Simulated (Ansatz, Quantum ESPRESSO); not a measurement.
# SiBi (Pm-3m): phonons by linear response, part 3 of 3

How does SiBi (Pm-3m) vibrate, and is this structure a minimum?

Quantum ESPRESSO 7.5; DFT LDA, scalar-relativistic, plane waves, PseudoDojo norm-conserving pseudopotentials.

So far, lowest frequency on the path (cm⁻¹): step 7 (dispersion) -40.8. Also highest frequency (cm⁻¹): step 7 145. The relaxed cell has a = 3.553 Å (conventional setting).

The structure was built from a prototype and need not be the compound's stable phase.

**8. Sums over the zone**

Sums over the zone need many more wavevectors than were solved, so the interpolation is sampled on a dense mesh.

The input, matdyn.in:

```
&INPUT
  asr    = 'simple'
  flfrc  = 'x.fc'
  dos    = .true.
  fldos  = 'x.dos'
  nk1    = 13
  nk2    = 13
  nk3    = 13
  deltaE = 0.3
/
```

Launch:

```bash
$ matdyn.x -in matdyn.in > matdyn.out
```

The log of the run:

```text
[banner, memory and clock lines left out]
Program MATDYN v.7.5

 mass for atomic type   1 not given; uses mass from file x.fc
 mass for atomic type   2 not given; uses mass from file x.fc
     Message from routine matdyn:
     Z* not found in file x.fc, TO-LO splitting at q=0 will be absent!

Note: The following floating-point exceptions are signalling: IEEE_UNDERFLOW_FLAG
```

The job ended after 3.8 s (1 thread of Arm Neoverse V1, shared host).

Read from the output:

| Quantity | Value |
| --- | --- |
| share of modes beyond 3i cm⁻¹ on the dense interpolated mesh | 0.0257 |

The phonon density of states has structure finer than the step of the table below, so its rows give means over 5 cm⁻¹, whole bins alone (the curve runs from -39.6 to 144 cm⁻¹). Peaks (cm⁻¹: height): total 42.0: 0.120, 54.0: 0.0645, 104.4: 0.187, 123.6: 0.112; Bi 42.0: 0.104, 54.0: 0.0518, 104.4: 0.0505; Si 104.4: 0.136, 123.6: 0.104.

Tetrahedra. Table of phonon density of states by wavenumber; means over each step; values in 1/cm⁻¹/cell:

```tsv
wavenumber (cm⁻¹)	total	Bi	Si
-35	0.00330	0.00328	2.0e-5
-30	0.00423	0.00418	5.0e-5
-25	0.00470	0.00462	7.1e-5
-20	0.00460	0.00444	1.7e-4
-15	0.00449	0.00414	3.5e-4
-10	0.00457	0.00412	4.5e-4
-5	0.00476	0.00427	4.9e-4
0	0.00534	0.00473	6.1e-4
5	0.00614	0.00539	7.5e-4
10	0.00749	0.00653	9.7e-4
15	0.0111	0.00979	0.00134
20	0.0206	0.0185	0.00206
25	0.0383	0.0347	0.00361
30	0.0576	0.0519	0.00563
35	0.0586	0.0515	0.00713
40	0.0844	0.0730	0.0114
45	0.0657	0.0560	0.00969
50	0.0373	0.0299	0.00747
55	0.0578	0.0470	0.0108
60	0.0508	0.0431	0.00770
65	0.0367	0.0305	0.00617
70	0.0240	0.0183	0.00572
75	0.0162	0.0101	0.00608
80	0.0133	0.00564	0.00764
85	0.0110	4.9e-4	0.0105
90	0.0174	3.8e-4	0.0170
95	0.0235	8.0e-4	0.0227
100	0.0258	0.00290	0.0229
105	0.120	0.0318	0.0887
110	0.0762	0.0139	0.0623
115	0.0673	0.00795	0.0593
120	0.0741	0.00581	0.0683
125	0.0924	0.00663	0.0858
130	0.0486	0.00348	0.0451
135	0.0144	7.1e-4	0.0137
140	0.00634	1.3e-4	0.00621
```

**9. Modes with the sum rule**

A rigid shift of the crystal must cost nothing, but grids and finite bases break this; the acoustic sum rule is imposed before the matrix is diagonalised again.

The input, dynmat.in:

```
&INPUT
  fildyn = 'x.dyn1'
  asr    = 'simple'
  fileig = 'dynmat.eig'
/
```

Launch:

```bash
$ dynmat.x -in dynmat.in > dynmat.out
```

The log of the run:

```text
[banner, memory and clock lines left out]
Program DYNMAT v.7.5

     Reading Dynamical Matrix from file x.dyn1
     ...Force constants read
     ...epsilon and Z* not read (not found on file)
     A direction for q was not specified:TO-LO splitting will be absent

     Polarizability (A^3 units)
     multiply by 1.000000 for Clausius-Mossotti correction
         0.000000    0.000000    0.000000
         0.000000    0.000000    0.000000
         0.000000    0.000000    0.000000

     IR activities are in (D/A)^2/amu units

# mode   [cm-1]    [THz]      IR
    1     -0.00   -0.0000    0.0000
    2     -0.00   -0.0000    0.0000
    3      0.00    0.0000    0.0000
    4    122.02    3.6580    0.0000
    5    122.02    3.6580    0.0000
    6    122.02    3.6580    0.0000
```

It took 0.46 s on 1 thread.

Unit eigenvectors of the mass-weighted matrix after the sum rule; no LO-TO term. The modes at Γ (shares of kinetic energy by element, %):

```tsv
mode	frequency (cm⁻¹)	symmetry	Bi %	Si %
1	0.0	acoustic	88	12
2	0.0	acoustic	88	12
3	0.0	acoustic	88	12
4	122.0	T1u	12	88
5	122.0	T1u	12	88
6	122.0	T1u	12	88
```

Displacements in mode 4 (122.0 cm⁻¹), the largest set to 1:
```
Bi1 -0.13  0.00  0.00
Si2  1.00  0.00  0.00
```

The rule moves no optical mode by more than 0.1 cm⁻¹.

**10. Sum rules set otherwise (asr no)**

Without the rule the raw error of the acoustic modes shows.

The input, dynmat.in:

```
&INPUT
  fildyn = 'x.dyn1'
  asr    = 'no'
  fileig = 'dynmat.eig'
/
```

Launch:

```bash
$ dynmat.x -in dynmat.in > dynmat.out
```

The log of the run:

```text
[banner, memory and clock lines left out]
Program DYNMAT v.7.5

     Reading Dynamical Matrix from file x.dyn1
     ...Force constants read
     ...epsilon and Z* not read (not found on file)
     A direction for q was not specified:TO-LO splitting will be absent

     Polarizability (A^3 units)
     multiply by 1.000000 for Clausius-Mossotti correction
         0.000000    0.000000    0.000000
         0.000000    0.000000    0.000000
         0.000000    0.000000    0.000000

     IR activities are in (D/A)^2/amu units

# mode   [cm-1]    [THz]      IR
    1     -1.29   -0.0388    0.0000
    2     -1.29   -0.0388    0.0000
    3     -1.29   -0.0388    0.0000
    4    122.02    3.6579    0.0000
    5    122.02    3.6579    0.0000
    6    122.02    3.6579    0.0000
```

The job ended after 0.46 s (1 thread).

Zone-centre frequencies as printed; negative means imaginary. Modes:

```tsv
mode	frequency (cm⁻¹)
1	-1.29
2	-1.29
3	-1.29
4	122
5	122
6	122
```

Against the first rule no mode moves by more than 1.3 cm⁻¹.

**11. Sum rules set otherwise: a sum rule for molecules or wires on a crystal**

This rule also removes rotations, which suits molecules and not a crystal; it is tried to see the harm.

The input, dynmat.in:

```
&INPUT
  fildyn = 'x.dyn1'
  asr    = 'zero-dim'
  fileig = 'dynmat.eig'
/
```

Launch:

```bash
$ dynmat.x -in dynmat.in > dynmat.out
```

The log of the run:

```text
[banner, memory and clock lines left out]
Program DYNMAT v.7.5

     Reading Dynamical Matrix from file x.dyn1
     ...Force constants read
     ...epsilon and Z* not read (not found on file)
     Acoustic Sum Rule: || Z*(ASR) - Z*(orig)|| =    0.000000E+00
     Acoustic Sum Rule: ||dyn(ASR) - dyn(orig)||=    7.888890E-02
     A direction for q was not specified:TO-LO splitting will be absent

     Polarizability (A^3 units)
     multiply by 1.000000 for Clausius-Mossotti correction
         0.000000    0.000000    0.000000
         0.000000    0.000000    0.000000
         0.000000    0.000000    0.000000

     IR activities are in (D/A)^2/amu units

# mode   [cm-1]    [THz]      IR
    1     -0.00   -0.0000    0.0000
    2     -0.00   -0.0000    0.0000
    3      0.00    0.0000    0.0000
    4      0.00    0.0000    0.0000
    5      0.00    0.0000    0.0000
    6    122.00    3.6575    0.0000
```

Elapsed: 0.46 s, on 1 thread.

The program raised no error, yet the settings are not those of a careful run.

The fault: a sum rule for molecules or wires on a crystal; 2 optical modes are projected out to zero frequency, as if they were rotations.

For a crystal the rule has to be 'simple' or 'crystal'.

Zone-centre frequencies as printed; negative means imaginary. Modes:

```tsv
mode	frequency (cm⁻¹)
1	0
2	0
3	0
4	0
5	0
6	122
```

**12. The dispersion under another sum rule (asr no)**

The sum rule corrects the force constants themselves, so it can shift branches at any wavevector, low ones most.

The input, matdyn.in:

```
&INPUT
  asr              = 'no'
  flfrc            = 'x.fc'
  flfrq            = 'x.freq'
  flvec            = 'x.modes'
  q_in_band_form   = .true.
  q_in_cryst_coord = .true.
/
8
  0.0000000   0.0000000   0.0000000   8  ! GAMMA
  0.0000000   0.5000000   0.0000000   8  ! X
  0.5000000   0.5000000   0.0000000   8  ! M
  0.0000000   0.0000000   0.0000000   8  ! GAMMA
  0.5000000   0.5000000   0.5000000   8  ! R
  0.0000000   0.5000000   0.0000000   1  ! X
  0.5000000   0.5000000   0.5000000   8  ! R
  0.5000000   0.5000000   0.0000000   1  ! M
```

Launch:

```bash
$ matdyn.x -in matdyn.in > matdyn.out
```

The log of the run:

```text
[banner, memory and clock lines left out]
Program MATDYN v.7.5

 mass for atomic type   1 not given; uses mass from file x.fc
 mass for atomic type   2 not given; uses mass from file x.fc
     Message from routine matdyn:
     Z* not found in file x.fc, TO-LO splitting at q=0 will be absent!
     Message from routine matdyn:
     Z* not found in file x.fc, TO-LO splitting at q=0 will be absent!

Note: The following floating-point exceptions are signalling: IEEE_UNDERFLOW_FLAG
```

Wall time 0.46 s (1 thread).

Read from the output:

```
lowest frequency on the path : -40.77 cm⁻¹
```

At the labelled points the branches move by no more than 1.4 cm⁻¹.

**13. A second program**

The same cell goes through another code at the same cutoff. The files are of one family, but Ansatz's library holds files of its own making for some heavy elements, so those for Bi may differ. Its k mesh is centred on Γ.

This step: DFT LDA, scalar-relativistic, plane waves, norm-conserving pseudopotentials of its library (PseudoDojo's, some remade) (Ansatz 0.2.0).

The input, input.yaml:

```yaml
crystal:
  lattice:
    - [3.5530075953, 0.0, 0.0]
    - [0.0, 3.5530075953, 0.0]
    - [0.0, 0.0, 3.5530075953]
  atoms:
    - { symbol: Bi, position: [0.0, 0.0, 0.0] }
    - { symbol: Si, position: [0.5, 0.5, 0.5] }
kpoints:
  mp_grid: { grid: [10, 10, 10] }
hamiltonian:
  xc: lda
  pseudopotentials: { kind: nc, accuracy: standard }
scf:
  occupations: { method: cold, width: 0.27211 }
output:
  eigenvalues: true
basis:
  ecutwfc: 952.399
phonons:
  method: dfpt
  qmesh: [2, 2, 2]
  temperatures: { t_max: 1000, t_step: 50 }
  qpath:
    path:
      - [[0.0, 0.0, 0.0], [0.0, 0.5, 0.0], [0.5, 0.5, 0.0], [0.0, 0.0, 0.0], [0.5, 0.5, 0.5], [0.0, 0.5, 0.0]]
      - [[0.5, 0.5, 0.5], [0.5, 0.5, 0.0]]
    npoints: 12
```

Launch:

```bash
$ ansatz run input.yaml --threads 4 --pin off --max-ram 8192MiB --backend cpu --events-out ev --progress --plain --runs-dir out
```

The log of the run:

```text
Engine: ansatz 0.2.0, aarch64-unknown-linux-gnu
Pseudopotentials: kind: nc
Pseudopotential: Bi, nc, valence charge 15, recommended cutoff 952.398519 eV (normal), Bi.nc.azcp (PseudoDojo's, or run here from an input of PseudoDojo's; its table is named by hamiltonian.pseudopotentials.accuracy)
Pseudopotential: Si, nc, valence charge 4, recommended cutoff 435.38218 eV (normal), Si.nc.azcp (PseudoDojo's, or run here from an input of PseudoDojo's; its table is named by hamiltonian.pseudopotentials.accuracy)
Functional definition: SPW92
  exchange = slater_x
  correlation = pw_c
Crystal: 2 atoms, lattice volume = 44.853 Å³
Basis set: ecut = 952.399 eV, 2945 PW (Γ), exchange–correlation on 72×72×72 points (8 copies of the dense FFT grid, shifted against one another)
Bands: 14, of which v1, the nominal top of the filled ones, is band 10 counted from 1 (9 counted from 0)
Symmetry: 48 space group operations
k-points: 56 of 1000
Non-local potential: Bi, projectors of the file, l = 0: 2, l = 1: 2, l = 2: 2, l = 3: 2
Non-local potential: Si, projectors of the file, l = 0: 2, l = 1: 2, l = 2: 2
Initial density: superposition of atomic densities (chi_scale 0.1, normalization cell, long waves kept (reshape's long-wave potential 0.00 eV rms))
Initial wavefunctions: pseudopotential atomic-orbital guess
Functional: x = slater, c = lda
SCF iter   1: F=—  HF=-2337.522827 eV  |F-HF|=—  |Δ(HF+E_count)|=         —  Δρ=1.64e-2  dr2=2.60e-1  ethr=3.10e-3  ⟨swp⟩=5.4  Hψ=4313  notcnv=0
preconditioner: auto → none  [metal: Δε(μ)=0.184 eV  Ē_g=18.282 eV  σ=0.272 eV  W_gap=0.40  n_scr=6 (ndim 8)  ℏωp=24.2 eV  f_vac=0.000  D(μ)=1.08/eV (n_scr^D=6)  sad-step TF]
SCF iter   2: F=—  HF=-2337.463353 eV  |F-HF|=—  |Δ(HF+E_count)|=   5.95e-2  S|Δr|=    0.00e0  Δρ=9.83e-3  dr2=8.73e-2  ethr=1.37e-3  ⟨swp⟩=1.0  Hψ=1232  notcnv=0
SCF iter   3: F=—  HF=-2337.433725 eV  |F-HF|=—  |Δ(HF+E_count)|=   2.96e-2  S|Δr|=    0.00e0  Δρ=8.82e-4  dr2=4.67e-4  ethr=4.59e-4  ⟨swp⟩=2.7  Hψ=1247  notcnv=0
SCF iter   4: F=—  HF=-2337.433678 eV  |F-HF|=—  |Δ(HF+E_count)|=   4.62e-5  S|Δr|=    0.00e0  Δρ=1.54e-4  dr2=6.43e-6  ethr=2.46e-6  ⟨swp⟩=1.9  Hψ=1119  notcnv=0
SCF iter   5: F=—  HF=-2337.433674 eV  |F-HF|=—  |Δ(HF+E_count)|=   4.11e-6  S|Δr|=    0.00e0  Δρ=2.44e-5  dr2=7.87e-8  ethr=3.38e-8  ⟨swp⟩=2.6  Hψ=1267  notcnv=0
SCF iter   6: F=—  HF=-2337.433677 eV  |F-HF|=—  |Δ(HF+E_count)|=   2.59e-6  S|Δr|=    0.00e0  Δρ=4.79e-6  dr2=1.37e-8  ethr=4.14e-10  ⟨swp⟩=2.5  Hψ=1350  notcnv=0
SCF iter   7: F=—  HF=-2337.433677 eV  |F-HF|=—  |Δ(HF+E_count)|=   4.73e-9  S|Δr|=    0.00e0  Δρ=2.50e-7  dr2=1.20e-11  ethr=7.21e-11  ⟨swp⟩=2.0  Hψ=1299  notcnv=0
SCF iter   8: F=-2337.433677 eV  HF=-2337.433677 eV  |F-HF|=0.00e0  |Δ(HF+E_count)|=  1.36e-12  S|Δr|=    0.00e0  Δρ=4.13e-8  dr2=3.67e-13  ethr=1.00e-12  ⟨swp⟩=9.7  Hψ=4938  notcnv=0
SCF 1 converged in 8 iterations: F = -2337.433677 eV  dr2 = 3.67e-13
phonons: the bands overlap, so this run is a metal and interpolates without the dipole-dipole term. If the crystal is really an insulator or semiconductor, its LO-TO splitting is missing
NSCF: frozen V_eff on 56 k-points
NSCF: frozen V_eff on 126 k-points
DFPT response loops at q = (0, 0, 0) (fractional): preconditioner auto → Kerker (q_TF=auto, 2.364 Å⁻¹) (partly filled bands, converged f_vac=0.000); β = 1.00, the filter's whole step (`scf.mixing.beta` (0.50) is not read by the response loops under this deck's `scf.mixing.preconditioner`; to damp them name `kerker` or `kerker_dos`, under which they read `scf.mixing.beta`, and type it under 1.00, their step now; both keys bind the ground state too); Broyden in place of MSR1
NSCF: frozen V_eff on 432 k-points
DFPT response loops at q = (0, 0, -0.5) (fractional): mixed as the last ones told, above
NSCF: frozen V_eff on 432 k-points
DFPT response loops at q = (0, -0.5, -0.5) (fractional): mixed as the last ones told, above
NSCF: frozen V_eff on 252 k-points
DFPT response loops at q = (-0.5, -0.5, -0.5) (fractional): mixed as the last ones told, above
SCF converged after 8 iterations
Stability not checked: this state was not tested for a lower state beside it, because cold or Methfessel-Paxton smearing, or corrected tetrahedra, fill the levels in a way that the test cannot read (fill_not_monotonic; see scf.lower_state_search)
Free energy (F): -2337.433677 eV
Harris-Foulkes:  -2337.433677 eV  (|F-HF|=0.00e0)
Internal energy: -2337.430934 eV  (E = F + TS)
E sigma→0 (E₀):  -2337.432762 eV
Entropy (-TS):   -0.002743 eV (-1.371 meV/atom)
Fermi energy:    11.521960 eV
--- Per-component energies (eV) ---
  E_band       = -59.628946
  E_kinetic    = 1103.553054
  E_local      = -1309.970474  (includes V_loc(G=0)·N_el)
  E_nonlocal   = -396.232271
  E_hartree    = 463.720286
  E_xc         = -617.865167
  E_vxc        = -384.419813  (∫ρ·V_xc dr)
  E_ewald      = -1580.636361
  E_smearing   = -0.002743  (= −TS)
  E_closure    = -0.000000  (closes the sum)
  Σ components = -2337.433677   (vs F -2337.433677, Δ=0.00e0)
--- Band table (eV; the first three rows and the last of 56) ---
  k-point 0: bands = [... 6 lower, 7.2565, 10.1900, 10.1900, 10.1900, 14.9578, 14.9578, 18.9267, 18.9267]
  k-point 1: bands = [... 6 lower, 6.7208, 10.2102, 10.3191, 10.3191, 15.0423, 15.7539, 18.2916, 18.4259]
  k-point 2: bands = [... 6 lower, 5.4751, 10.4318, 10.7027, 10.7027, 15.2914, 16.7053, 17.2430, 17.2430]
  k-point 55: bands = [... 6 lower, 6.0891, 8.5882, 8.5882, 8.5882, 9.6802, 9.6802, 9.6802, 27.8142]
--- Phonons (Γ-DFPT): 2 representative perturbations + reference (Σ response iterations 5) ---
  ASR residual: 4.960e-5 → 0.000e0 eV/Å²; symmetrization residual: 2.773e-6 eV/Å²
  ASR residual per site (eV/Å²): 4.96e-5 2.16e-5
  Γ frequencies (cm⁻¹): 0.00 0.00 0.00 120.78 120.78 120.78
--- Phonons (arbitrary-q DFPT): 4 irreducible q on the 2×2×2 mesh ---
  q = [0.0000, 0.0000, 0.0000] (star 1, of the zone-centre solve; hermiticity 4.18e-6, symmetrization 5.75e-14): -0.00 -0.00 0.00 120.78 120.78 120.78
  q = [0.0000, 0.0000, -0.5000] (star 3, 4 solved perturbations in 684 linear systems a pass and spin channel, the states on 216 of 1000 k-point pairs; hermiticity 7.84e-9, symmetrization 4.86e-9, the responses' own estimated error 4.6e-5 eV/Å²): 38.75 38.75 83.01 132.01 132.01 143.71
  q = [0.0000, -0.5000, -0.5000] (star 3, 4 solved perturbations in 684 linear systems a pass and spin channel, the states on 216 of 1000 k-point pairs; hermiticity 6.97e-7, symmetrization 2.02e-11, the responses' own estimated error 4.8e-5 eV/Å²): -40.84 -25.94 -25.94 45.92 100.26 100.26
  q = [-0.5000, -0.5000, -0.5000] (star 1, 2 solved perturbations on 126 of 1000 k-point pairs; hermiticity 1.10e-10, symmetrization 5.52e-11, the responses' own estimated error 3.9e-5 eV/Å²): 72.78 72.78 72.78 103.02 103.02 103.02
  sum rule: each row above includes the acoustic sum rule's correction from the zone centre's row sums; it moved no ω² by more than (0.46 cm⁻¹)²
  mesh force constants: q→R imaginary residual 1.89e-17; ASR residual 4.960e-5 → 0.000e0 eV/Å²; symmetrization residual 3.109e-15 eV/Å²
  interpolated dispersion: 74 rows × 6 modes
  density of states and harmonic sums: on the 18×18×18 q-mesh, interpolated from the force constants of a 2×2×2 supercell (no non-analytic term)
  largest difference from the sums on the solved wave vectors: F 3.54e-1 eV, S 4.68e-4 and C_V 1.14e-4 eV/K
  zero-point energy: 0.028128 eV/cell   skipped modes (ω ≤ 0): 49, of them read as no rigid motion or as one in doubt: 46 (1.785e-1 modes/cell left out, lowest -40.84 cm⁻¹)   left out of the sums: 2.98e-2 of the cell's modes: C_V's classical limit lies that fraction below 3 k_B per atom; for a crystal, a wire or a layer, F and S can be off by more, and a phonons.interpolated_qmesh denser along its periods is the remedy for the sampling
```

The job ended after 56 s (4 threads; peak memory 1.1 GiB; 3.6 min of CPU time).

This step gave:

| Item | Value |
| --- | --- |
| sum-rule residual before enforcement | 4.96e-5 eV/Å² |
| lowest frequency on the path | -40.84 cm⁻¹ |
| share of modes beyond 3i cm⁻¹ on the dense interpolated mesh | 0.0326 |
| highest optical zone-centre mode (no LO-TO term) | 120.8 cm⁻¹ |
| lowest optical zone-centre mode | 120.8 cm⁻¹ |
| lowest mode on the q mesh (acoustic ones at the zone centre apart) | -40.84 cm⁻¹ |

**14. The two compared: QE PseudoDojo and Ansatz, library NC**

Numbers from this step:

- root-mean-square difference: 1.22 cm⁻¹
- largest difference: 2.02 cm⁻¹
- root-mean-square difference on the path: 1.2 cm⁻¹
- largest difference on the path: 6 cm⁻¹

The 12 of 21 modes that differ most. Frequencies side by side:

```tsv
q (reciprocal lattice)	mode	QE PseudoDojo (cm⁻¹)	Ansatz, library NC (cm⁻¹)
0 0 0	4	122	120.8
0 0 0	5	122	120.8
0 0 0	6	122	120.8
0 0 -0.5	4	133	132
0 0 -0.5	5	133	132
0 -0.5 -0.5	2	-24.97	-25.94
0 -0.5 -0.5	4	47.61	45.92
0 -0.5 -0.5	5	102.3	100.3
0 -0.5 -0.5	6	102.3	100.3
-0.5 -0.5 -0.5	4	104.6	103
-0.5 -0.5 -0.5	5	104.6	103
-0.5 -0.5 -0.5	6	104.6	103
```

At the solved wavevectors the largest difference (acoustic modes at Γ apart) is 1 % of the highest mode (on the interpolated path 4 %).

**15. Summary of results**

```json
{
  "space group after relaxation": "Pm-3m",
  "volume per atom": "22.4 Å³",
  "highest optical zone-centre mode (no LO-TO term)": "122.0 cm⁻¹",
  "q mesh": "2×2×2",
  "lowest mode on the q mesh (acoustic ones at the zone centre apart)": "-40.8 cm⁻¹",
  "imaginary modes on the q mesh": "yes",
  "largest difference from Ansatz, library NC": "2.02 cm⁻¹"
}
```

**Reading.** SiBi (Pm-3m) is unstable: a mode solved on the 2×2×2 mesh is imaginary, 41i cm⁻¹; its spectrum reaches 145 cm⁻¹. At the LDA level the optical modes of SiBi (Pm-3m) at the zone centre lie at 122 cm⁻¹. The most unstable solved mode lies at q = (0, -0.5, -0.5), on the zone boundary, so the distortion that it points to doubles the cell. QE PseudoDojo and Ansatz, library NC differ by 1.2 cm⁻¹ in the root mean square and by 2.0 cm⁻¹ at most, 1.4 % of the highest mode compared (acoustic modes at Γ left out; ph.x's values are those before the sum rule); the two use different potentials, and the cell was not relaxed for the second set. Their interpolated bands part by up to 6 cm⁻¹. These are harmonic frequencies at zero temperature: anharmonic shifts and linewidths and thermal expansion are left out. Spin-orbit coupling is left out, which can matter for the heavy elements here. In a metal the frequencies hang on the k mesh and the smearing, most of all near Kohn anomalies. The runs are without spin polarisation, although the cell has an odd electron count or an open d or f shell, so a magnetic state was not tested. The total energies of the two programs lie far apart, so at least one potential file in Ansatz's library differs from the published one read by the first program. The q mesh stands for a supercell only 7.1 Å across, so branches between the solved wavevectors are rough. The structure is a hypothetical one, built on a prototype.

[Host names and launcher messages were left out of these logs when they were recorded.]

[Logs are printed without paths, hosts, clocks, repeated set-up lines and the standing remarks that a program may print on its own settings, such as how far it seeks lower states.]

[Hosts, paths, dates, database ids (printed as entryN), source tags and the programs' standing remarks are cut or masked in the printed files.]
